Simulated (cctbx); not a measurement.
# Reading a Patterson map

Space group Amm2 (no. 38), a = 11.9770 Å, b = 7.4180 Å, c = 13.1180 Å, α = 90.00°, β = 90.00°, γ = 90.00°, content Eu28 Rh2 Be2.

Simulated single-crystal data (cctbx): Mo Kα, λ = 0.71073 Å, to d = 0.65 Å, 50 % of the full sphere, strongest reflection 20000 counts, noise from counting, a 1.5 % proportional error and a noise floor of 4 counts (s.d.); no absorption.

Patterson synthesis, origin scaled to 1000:

```text
Patterson group A m m m
      u       v       w   height  length (A)
  0.000   0.000   0.000   1000.0     0.00
  0.000   0.000   0.500    946.4     6.56
  0.000   0.250   0.250    820.9     3.77
  0.500   0.250   0.250    764.4     7.08
  0.500   0.000   0.000    749.7     5.99
  0.500   0.000   0.500    728.1     8.88
  0.253   0.250   0.086    419.4     3.73
  0.251   0.000   0.164    398.5     3.70
  0.251   0.000   0.335    389.6     5.32
  0.046   0.102   0.000     23.4     0.93
  0.000   0.100   0.046     22.8     0.96
  0.045   0.102   0.500     21.5     6.62
  0.000   0.100   0.454     21.1     6.00
  0.000   0.154   0.203     20.6     2.90
```

Q: Assign the vectors.

A peak at u stands for all pairs with xi − xj = u, with weight Σ ZiZj against Σ Z² = 115214 at the origin. Peak heights follow these weights only roughly, since form factors, motion and series ripples differ, all vectors within 0.55 Å of a peak are counted as merged into it though the farther ones add only part of their weight, and F(000) is left out, which lowers the whole map:

| u | v | w | shortest length (Å) | height | 1000 ΣZiZj/ΣZ² | pairs in the cell |
| --- | --- | --- | --- | --- | --- | --- |
| 0.000 | 0.000 | 0.500 | 3.71 | 946 | 971 | 28 × Eu–Eu, 4 × Rh–Be |
| 0.000 | 0.250 | 0.250 | 3.77 | 821 | 934 | 24 × Eu–Eu, 4 × Eu–Rh, 4 × Eu–Be |
| 0.500 | 0.250 | 0.250 | 7.08 | 764 | 934 | 24 × Eu–Eu, 4 × Eu–Rh, 4 × Eu–Be |
| 0.500 | 0.000 | 0.000 | 5.99 | 750 | 934 | 24 × Eu–Eu, 4 × Eu–Rh, 4 × Eu–Be |
| 0.500 | 0.000 | 0.500 | 7.04 | 728 | 934 | 24 × Eu–Eu, 4 × Eu–Rh, 4 × Eu–Be |
| 0.253 | 0.250 | 0.086 | 3.73 | 419 | 467 | 12 × Eu–Eu, 2 × Eu–Rh, 2 × Eu–Be |
| 0.251 | 0.000 | 0.164 | 3.70 | 398 | 467 | 12 × Eu–Eu, 2 × Eu–Rh, 2 × Eu–Be |
| 0.251 | 0.000 | 0.335 | 5.24 | 390 | 467 | 12 × Eu–Eu, 2 × Eu–Rh, 2 × Eu–Be |

The table stops at ten peaks or at a height of 45, below which ripples compete. In the model behind the data Eu, the heaviest element, has 7 independent sites: (0.7483, 1/2, 0.3281), (0.7481, 0, 0.3321), (0.7351, 0.7536, 0.0825), (0, 0.2529, 0.4146), (1/2, 0.2583, 0.4172), (0, 1/2, 0.1655) and (0, 0, 0.1693), up to an allowed shift of origin; the Eu–Eu vectors are differences of these positions and their symmetry mates. The whole model:

```
atom  mult.       x       y       z  Ueq (Å²)
 Eu1      4  0.7483     1/2  0.3281    0.0081
 Eu2      4  0.7481       0  0.3321    0.0086
 Eu3      8  0.7351  0.7536  0.0825    0.0092
 Eu4      4       0  0.2529  0.4146    0.0084
 Eu5      4     1/2  0.2583  0.4172    0.0103
 Eu6      2       0     1/2  0.1655    0.0082
 Eu7      2       0       0  0.1693    0.0110
 Rh1      2     1/2     1/2  0.1686    0.0117
 Be1      2     1/2       0  0.1688    0.0192
```

The model was made for the exercise: a known structure type with other elements put in, its volume estimated, not relaxed; displacement parameters are assumed.

[Logs are printed without paths, hosts, clocks, repeated set-up lines and the standing remarks that a program may print on its own settings, such as how far it seeks lower states.]
